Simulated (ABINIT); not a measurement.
**CdH2O2 (P-3m1): changed settings of a GW run in ABINIT**

What do changed inputs do to GW on CdH2O2 (P-3m1)?

Calculated with ABINIT 10.8.3; PBEsol and many-body steps on it, plane waves.

### Step 1. The structure

The structure is trigonal, space group P-3m1 (No. 164). Conventional cell: a = 3.516 Å, b = 3.516 Å, c = 4.643 Å, α = 90.00°, β = 90.00°, γ = 120.00°. Nearest to Cd lie 6 O at 2.32 Å. Nearest to H lie 1 O at 0.97 Å. Nearest to O lie 1 H at 0.97 Å and 3 Cd at 2.32 Å. Farther neighbours and most contacts between anions are not listed.

The cell and positions are those that the Materials Project relaxed with its own functionals (PBE, PBE+U or r2SCAN), kept fixed.

### Step 2. Screening, 3×3×2 mesh, 54 bands, screening to 122.5 eV

This step: ABINIT 10.8.3; RPA screening on PBEsol, plane waves, norm-conserving pseudopotentials.

The RPA dielectric matrix is built and inverted for each q.

File run.abi:

```
acell 3*1.0 Angstrom
rprim 
  3.515525964753 0.000000000011 0.000000000000
  -1.757762982386 3.044534793135 0.000000000000
  0.000000000000 0.000000000000 4.642979290000
ntypat 3
znucl 48 1 8
natom 5
typat 1 2 2 3 3
xred 
  0.000000000000 0.000000000000 0.000000000000
  0.666666666667 0.333333333333 0.550960720000
  0.333333333333 0.666666666667 0.449039280000
  0.666666666667 0.333333333333 0.759372000000
  0.333333333333 0.666666666667 0.240628000000
pp_dirpath "pseudos"
pseudos "Cd.upf, H.upf, O.upf"
ecut 47
ngkpt 3 3 2
nshiftk 1
shiftk 0 0 0
kptopt 1
chksymbreak 0
istwfk *1
occopt 1
irdwfk 1
optdriver 3
nband 54
ecuteps 4.5
inclvkb 2
awtr 1
symchi 1
indata_prefix "in"
outdata_prefix "out"
tmpdata_prefix "tmp"
```

Command:

```console
$ OMP_NUM_THREADS=1 mpirun -n 4 abinit run.abi > log
```

The program printed:

```text
.Version 10.8.3 of ABINIT. v10.8.2 released Aug 2026.

 Symmetries : space group P-3 m 1 (#164); Bravais hP (primitive hexag.)
[... echo of the input left out ...]
== DATASET  1 ==================================================================
-   mpi_nproc: 4, omp_nthreads: 1 (-1 if OMP is not activated)

--- !DatasetInfo
iteration_state: {dtset: 1, }
dimensions: {natom: 5, nkpt: 6, mband: 54, nsppol: 1, nspinor: 1, nspden: 1, mpw: 5160, }
cutoff_energies: {ecut:  47.0, pawecutdg:  -1.0, }
electrons: {nelect:   3.40000000E+01, charge:   0.00000000E+00, occopt:   1.00000000E+00, tsmear:   1.00000000E-02, }

 SCREENING: Calculation of the susceptibility and dielectric matrices

 Based on a program developped by R.W. Godby, V. Olevano, G. Onida, and L. Reining.
 Incorporated in ABINIT by V. Olevano, G.-M. Rignanese, and M. Torrent.
.Using double precision arithmetic ; gwpc =  8

[... cell and pseudopotentials left out ...]
--------------------------------------------------------------------------------

 ==== K-mesh for the wavefunctions ====
 Number of points in the irreducible wedge :     6
[... list of points left out ...]
 Together with 12 symmetry operations and time-reversal symmetry
 yields    18 points in the full Brillouin Zone.

 ==== Q-mesh for the screening function ====
 Number of points in the irreducible wedge :     6
[... list of points left out ...]
 Together with 12 symmetry operations and time-reversal symmetry
 yields    18 points in the full Brillouin Zone.

 setmesh: FFT mesh size selected  =    24x   24x   36
          total number of points  =        20736

 vcoul_init : cutoff-mode = AUXILIARY_FUNCTION
 q-points for optical limit:   1
     1)      0.000010    0.000020    0.000030

- screening: taking advantage of time-reversal symmetry
- Maximum band index for partially occupied states nbvw = 17
- Remaining bands to be divided among processors   nbcw = 37
- Number of bands treated by each node ~9

 Number of electrons calculated from density =   34.0000; Expected =   34.0000
 average of density, n =  0.101385
 r_s =    1.3304
 omega_plasma =   30.7145 [eV]

 calculating chi0 at frequencies [eV] :
  1    0.000000E+00    0.000000E+00
  2    0.000000E+00    3.071445E+01

--------------------------------------------------------------------------------
  q-point number  1        q = ( 0.000000, 0.000000, 0.000000) [r.l.u.]
--------------------------------------------------------------------------------
[... chi0 elements left out ...]
 For q-point:  0.000010 0.000020 0.000030
  dielectric constant =   3.9061
  dielectric constant without local fields =   4.1371

  Average fulfillment of the sum rule on Im[epsilon] for q-point    1 :     35.47  [%]
[... wings left out ...]
  q-point number  2        q = ( 0.333333, 0.000000, 0.000000) [r.l.u.]
--------------------------------------------------------------------------------
[... chi0 elements left out ...]
  Average fulfillment of the sum rule on Im[epsilon] for q-point    2 :     44.73  [%]

 [... 4 further q-points ...]
```

Run time: 9.1 s. Hardware: 4 MPI ranks of Arm Neoverse V1, shared host; peak memory 0.66 GiB.

This step gave:

| Item | Value |
| --- | --- |
| ε∞ with local fields, on this mesh, along the program's q direction | 3.906 |
| the same without local fields | 4.137 |
| plasma frequency | 30.71 eV |
| plane waves in the screening matrix | 159 |

Local fields lower ε∞ by 6 %. On a Γ-centred mesh this coarse the value itself is usually too large, while a short band sum pulls it down.

### Step 3. Base

The self-energy is evaluated for the states that the input lists, and the levels follow from it, in one-shot runs by the linearised quasiparticle equation.

This step: G0W0 on PBEsol, plane waves, norm-conserving pseudopotentials.

Edit run.abi of step 2 so:

```diff
@@ -26,8 +26,17 @@
 irdwfk 1
-optdriver 3
+optdriver 4
 nband 54
+gwcalctyp 0
+ecutsigx 47
+symsigma 1
+nkptgw 2
+kptgw 
+  0.0000000000 0.0000000000 0.5000000000
+  0.0000000000 0.0000000000 0.0000000000
+bdgw 
+  16 19
+  16 19
 ecuteps 4.5
-inclvkb 2
-awtr 1
-symchi 1
+irdscr 1
+ppmodel 1
 indata_prefix "in"
```

The program printed:

```text
.Version 10.8.3 of ABINIT. v10.8.2 released Aug 2026.

 Symmetries : space group P-3 m 1 (#164); Bravais hP (primitive hexag.)
[... echo of the input left out ...]
== DATASET  1 ==================================================================
-   mpi_nproc: 4, omp_nthreads: 1 (-1 if OMP is not activated)

--- !DatasetInfo
iteration_state: {dtset: 1, }
dimensions: {natom: 5, nkpt: 6, mband: 54, nsppol: 1, nspinor: 1, nspden: 1, mpw: 5160, }
cutoff_energies: {ecut:  47.0, pawecutdg:  -1.0, }
electrons: {nelect:   3.40000000E+01, charge:   0.00000000E+00, occopt:   1.00000000E+00, tsmear:   1.00000000E-02, }

 SIGMA: Calculation of the GW corrections

 Based on a program developped by R.W. Godby, V. Olevano, G. Onida, and L. Reining.
 Incorporated in ABINIT by V. Olevano, G.-M. Rignanese, and M. Torrent.
.Using double precision arithmetic ; gwpc =  8

[... cell and pseudopotentials left out ...]
--------------------------------------------------------------------------------

 ==== K-mesh for the wavefunctions ====
 Number of points in the irreducible wedge :     6
[... list of points left out ...]
 Together with 12 symmetry operations and time-reversal symmetry
 yields    18 points in the full Brillouin Zone.

 ==== Q-mesh for screening function ====
 Number of points in the irreducible wedge :     6
[... list of points left out ...]
 Together with 12 symmetry operations and time-reversal symmetry
 yields    18 points in the full Brillouin Zone.

 vcoul_init : cutoff-mode = AUXILIARY_FUNCTION
 q-points for optical limit:   1
     1)      0.000010    0.000020    0.000030
 setmesh: FFT mesh size selected  =    36x   36x   60
          total number of points  =        77760

 Number of electrons calculated from density =   34.0000; Expected =   34.0000
 average of density, n =  0.101385
 r_s =    1.3304
 omega_plasma =   30.7145 [eV]

 === KS Band Gaps ===
  >>>> For spin  1
   Minimum direct gap =   1.9829 [eV], located at k-point      :   0.0000  0.0000  0.0000
   Fundamental gap    =   1.7039 [eV], Top of valence bands at :   0.0000  0.0000  0.5000
                                       Bottom of conduction at :   0.0000  0.0000  0.0000
 SIGMA fundamental parameters:
 PLASMON POLE MODEL  1
 number of plane-waves for SigmaX                 5133
 number of plane-waves for SigmaC and W            159
 number of plane-waves for wavefunctions          5133
 number of bands                                    54
 number of independent spin polarizations            1
 number of spinorial components                      1
 number of k-points in IBZ                           6
 number of q-points in IBZ                           6
 number of symmetry operations                      12
 number of k-points in BZ                           18
 number of q-points in BZ                           18
 number of frequencies for dSigma/dE                 9
 frequency step for dSigma/dE [eV]                0.25
 number of omega for Sigma on real axis              0
 max omega for Sigma on real axis  [eV]           0.00
 zcut for avoiding poles [eV]                     0.10

 EPSILON^-1 parameters (SCR file):
 dimension of the eps^-1 matrix on file            159
 dimension of the eps^-1 matrix used               159
 number of plane-waves for wavefunctions          5133
 number of bands                                    54
 number of q-points in IBZ                           6
 number of frequencies                               2
 number of real frequencies                          1
 number of imag frequencies                          1

 matrix elements of self-energy operator (all in [eV])

 Perturbative Calculation

--- !SelfEnergy_ee
iteration_state: {dtset: 1, }
kpoint     : [   0.000,    0.000,    0.500, ]
spin       : 1
KS_gap     :    4.351
QP_gap     :    6.020
Delta_QP_KS:    1.669
data: !SigmaeeData |
     Band     E0 <VxcDFT>   SigX SigC(E0)      Z dSigC/dE  Sig(E)    E-E0       E
       16   3.042 -21.600 -27.187   4.944   0.794  -0.260 -22.111  -0.510   2.531
       17   3.042 -21.600 -27.187   4.944   0.794  -0.260 -22.111  -0.510   2.531
       18   7.393 -10.891  -6.212  -3.314   0.849  -0.178  -9.732   1.158   8.551
       19   7.401 -15.175 -10.155  -3.014   0.834  -0.198 -13.501   1.674   9.075

--- !SelfEnergy_ee
iteration_state: {dtset: 1, }
kpoint     : [   0.000,    0.000,    0.000, ]
spin       : 1
KS_gap     :    1.983
QP_gap     :    3.693
Delta_QP_KS:    1.710
data: !SigmaeeData |
     Band     E0 <VxcDFT>   SigX SigC(E0)      Z dSigC/dE  Sig(E)    E-E0       E
       16   2.763 -21.231 -26.899   4.940   0.794  -0.260 -21.808  -0.577   2.185
       17   2.763 -21.231 -26.899   4.940   0.794  -0.260 -21.808  -0.577   2.185
       18   4.745 -12.230  -7.885  -3.008   0.847  -0.181 -11.098   1.133   5.878
       19   9.234  -9.581  -4.726  -3.476   0.856  -0.168  -8.400   1.181  10.415

== END DATASET(S) ==============================================================
================================================================================

 -outvars: echo values of variables after computation  --------
           etotal      0.0000000000E+00
            nband          54
             nkpt           6
          spgroup         164
 [... the other variables as echoed above ...]

 Calculation completed.
```

The job ended after 4 s (4 MPI ranks; peak memory 0.55 GiB; 16 s of CPU time).

This step gave:

| Item | Value |
| --- | --- |
| G0W0 gap on the points computed | 3.347 eV |
| starting gap on the mesh | 1.704 eV |
| k of the valence top | 0, 0, 0.5 |
| k of the conduction bottom | 0, 0, 0 |
| Z at the valence top | 0.794 |
| Z at the conduction bottom | 0.847 |
| least direct G0W0 gap on the computed points | 3.693 eV |

The gap on the mesh goes from 1.70 eV to 3.35 eV, a correction of +1.64 eV.

### Step 4. Coulomb singularity

Edit run.abi of step 3 so:

```diff
@@ -41,2 +41,3 @@
 ppmodel 1
+gw_icutcoul 7
 indata_prefix "in"
```

The program printed:

```text
.Version 10.8.3 of ABINIT. v10.8.2 released Aug 2026.

 Symmetries : space group P-3 m 1 (#164); Bravais hP (primitive hexag.)
[... echo of the input left out ...]
== DATASET  1 ==================================================================
-   mpi_nproc: 4, omp_nthreads: 1 (-1 if OMP is not activated)

--- !DatasetInfo
iteration_state: {dtset: 1, }
dimensions: {natom: 5, nkpt: 6, mband: 54, nsppol: 1, nspinor: 1, nspden: 1, mpw: 5160, }
cutoff_energies: {ecut:  47.0, pawecutdg:  -1.0, }
electrons: {nelect:   3.40000000E+01, charge:   0.00000000E+00, occopt:   1.00000000E+00, tsmear:   1.00000000E-02, }

 SIGMA: Calculation of the GW corrections

 Based on a program developped by R.W. Godby, V. Olevano, G. Onida, and L. Reining.
 Incorporated in ABINIT by V. Olevano, G.-M. Rignanese, and M. Torrent.
.Using double precision arithmetic ; gwpc =  8

[... cell and pseudopotentials left out ...]
--------------------------------------------------------------------------------

 ==== K-mesh for the wavefunctions ====
 Number of points in the irreducible wedge :     6
[... list of points left out ...]
 Together with 12 symmetry operations and time-reversal symmetry
 yields    18 points in the full Brillouin Zone.

 ==== Q-mesh for screening function ====
 Number of points in the irreducible wedge :     6
[... list of points left out ...]
 Together with 12 symmetry operations and time-reversal symmetry
 yields    18 points in the full Brillouin Zone.

 vcoul_init : cutoff-mode = AUX_GB
 q-points for optical limit:   1
     1)      0.000010    0.000020    0.000030
 setmesh: FFT mesh size selected  =    36x   36x   60
          total number of points  =        77760

 Number of electrons calculated from density =   34.0000; Expected =   34.0000
[...]
number of omega for Sigma on real axis              0
 max omega for Sigma on real axis  [eV]           0.00
 zcut for avoiding poles [eV]                     0.10

 EPSILON^-1 parameters (SCR file):
 dimension of the eps^-1 matrix on file            159
 dimension of the eps^-1 matrix used               159
 number of plane-waves for wavefunctions          5133
 number of bands                                    54
 number of q-points in IBZ                           6
 number of frequencies                               2
 number of real frequencies                          1
 number of imag frequencies                          1

 matrix elements of self-energy operator (all in [eV])

 Perturbative Calculation

--- !SelfEnergy_ee
iteration_state: {dtset: 1, }
kpoint     : [   0.000,    0.000,    0.500, ]
spin       : 1
KS_gap     :    4.351
QP_gap     :    6.041
Delta_QP_KS:    1.690
data: !SigmaeeData |
     Band     E0 <VxcDFT>   SigX SigC(E0)      Z dSigC/dE  Sig(E)    E-E0       E
       16   3.042 -21.600 -27.322   4.994   0.792  -0.262 -22.177  -0.576   2.465
       17   3.042 -21.600 -27.322   4.994   0.792  -0.262 -22.177  -0.576   2.465
       18   7.393 -10.891  -6.212  -3.364   0.847  -0.180  -9.777   1.114   8.507
[...]
--- !SelfEnergy_ee
iteration_state: {dtset: 1, }
kpoint     : [   0.000,    0.000,    0.000, ]
spin       : 1
KS_gap     :    1.983
QP_gap     :    3.714
Delta_QP_KS:    1.731
data: !SigmaeeData |
     Band     E0 <VxcDFT>   SigX SigC(E0)      Z dSigC/dE  Sig(E)    E-E0       E
[...]
18   4.745 -12.230  -7.885  -3.057   0.845  -0.183 -11.142   1.088   5.834
       19   9.234  -9.581  -4.726  -3.526   0.854  -0.171  -8.445   1.136  10.370

== END DATASET(S) ==============================================================
================================================================================

 -outvars: echo values of variables after computation  --------
           etotal      0.0000000000E+00
            nband          54
             nkpt           6
          spgroup         164
 [... the other variables as echoed above ...]

 Calculation completed.
```

The job ended after 4 s (4 MPI ranks; peak memory 0.55 GiB).

Numbers from this step:

| Property | Result |
| --- | --- |
| G0W0 gap on the points computed | 3.369 eV |
| starting gap on the mesh | 1.704 eV |
| k of the valence top | 0, 0, 0.5 |
| k of the conduction bottom | 0, 0, 0 |
| Z at the valence top | 0.792 |
| Z at the conduction bottom | 0.845 |
| least direct G0W0 gap on the computed points | 3.715 eV |

Against G0W0 in ABINIT (3×3×2 mesh, 54 bands, screening to 122.5 eV, Godby-Needs plasmon pole), the gap moves by +0.022 eV.

### Step 5. The runs together

Times are wall times on 4 MPI ranks of Arm Neoverse V1, shared host, good to a factor of about two. A run's time includes the screening step that it read.

```tsv
run	mesh	bands	screening cutoff (eV)	DFT gap (eV)	gap on the mesh (eV)	direct (eV)	ε∞ used	time
base	3×3×2	54	122.5	1.704	3.347	3.693	3.91	13 s
Coulomb singularity	3×3×2	54	122.5	1.704	3.369	3.715	3.91	13 s
```

### Step 6. Results

| Quantity | Value |
| --- | --- |
| base | 3.347 eV |
| Coulomb singularity | 3.369 eV |
| known limits | not at the basis limit; d shell near the gap, gap tends to lie low; no spin-orbit coupling; coarse k mesh |

**Reading.** Coulomb singularity: +0.022 eV against base (keys changed: gw_icutcoul). Bands and cutoff are finite, so the gap is not at the basis limit. The miss can reach some tenths of an eV and take either sign; the mesh is an error of its own. In the first G0W0 run levels were corrected at 2 k points alone, so a gap called «on the mesh» is the least over those, and an edge elsewhere would be missed. The 3×3×2 mesh is coarse for this cell, which bears on the long-range parts of exchange and screening. A d shell, filled or nearly so, lies near the gap. One-shot GW converges very slowly in bands there, not always from below, and on a semilocal start the gap tends to come out low; starts rich in exact exchange can overshoot instead. The many-body steps are scalar-relativistic: spin-orbit coupling is not in them.

[Paths, hosts, dates, memory and timing lines, banners, echoed tables and standing remarks are left out of the program output.]

[Logs are printed without paths, hosts, clocks, repeated set-up lines and the standing remarks that a program may print on its own settings, such as how far it seeks lower states.]

[Runs of the session that timed out or met a known fault of the program may be left out.]

[No measured gap is set beside runs whose start may be inverted or whose files or cutoffs have a known fault.]

[Hosts, paths, dates, database ids (printed as entryN), source tags and the programs' standing remarks are cut or masked in the printed files.]

[G0W0 gaps are taken among the corrected bands and points alone; a level outside them can change the order at an edge.]

[Where Ansatz stands beside ABINIT at settings called matched, ABINIT's density can come from a denser mesh and the files from another edition; pairs whose starting gaps differed by over 0.03 eV were left out, so agreement reads better than it is.]
